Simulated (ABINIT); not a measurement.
Planning a run of ABINIT 10.8.3 on Ba2CaMoO6 (Fm-3m). The input:

```
acell 3*1.0 Angstrom
rprim 
  -0.000000000000 4.190056500000 4.190056500000
  4.190056500000 -0.000000000000 4.190056500000
  4.190056500000 4.190056500000 -0.000000000000
ntypat 4
znucl 56 20 42 8
natom 10
typat 1 1 2 3 4 4 4 4 4 4
xred 
  0.250000000000 0.250000000000 0.250000000000
  0.750000000000 0.750000000000 0.750000000000
  0.000000000000 0.000000000000 0.000000000000
  0.500000000000 0.500000000000 0.500000000000
  0.728140000000 0.271860000000 0.271860000000
  0.271860000000 0.728140000000 0.271860000000
  0.271860000000 0.728140000000 0.728140000000
  0.728140000000 0.271860000000 0.728140000000
  0.271860000000 0.271860000000 0.728140000000
  0.728140000000 0.728140000000 0.271860000000
pp_dirpath "pseudos"
pseudos "Ba.upf, Ca.upf, Mo.upf, O.upf"
ecut 36
ngkpt 4 4 4
nshiftk 1
shiftk 0 0 0
kptopt 1
chksymbreak 0
nband 49
occopt 1
tolvrs 1e-10
nstep 60
prtwf 0
optforces 0
optstress 0
indata_prefix "in"
outdata_prefix "out"
tmpdata_prefix "tmp"
```

```sh
OMP_NUM_THREADS=1 mpirun -n 8 abinit run.abi > log
```

**Question.** Estimate wall time and host memory on 8 MPI ranks of Arm Neoverse V1, shared host.

It took 42 s; on shared hardware allow 21 s to 84 s. Peak host memory was 1.0 GiB.

[Paths, hosts, dates, memory and timing lines, banners, echoed tables and standing remarks are left out of the program output.]

[Logs are printed without paths, hosts, clocks, repeated set-up lines and the standing remarks that a program may print on its own settings, such as how far it seeks lower states.]

[Runs of the session that timed out or met a known fault of the program may be left out.]

[Hosts, paths, dates, database ids (printed as entryN), source tags and the programs' standing remarks are cut or masked in the printed files.]

[G0W0 gaps are taken among the corrected bands and points alone; a level outside them can change the order at an edge.]

[Where Ansatz stands beside ABINIT at settings called matched, ABINIT's density can come from a denser mesh and the files from another edition; pairs whose starting gaps differed by over 0.03 eV were left out, so agreement reads better than it is.]
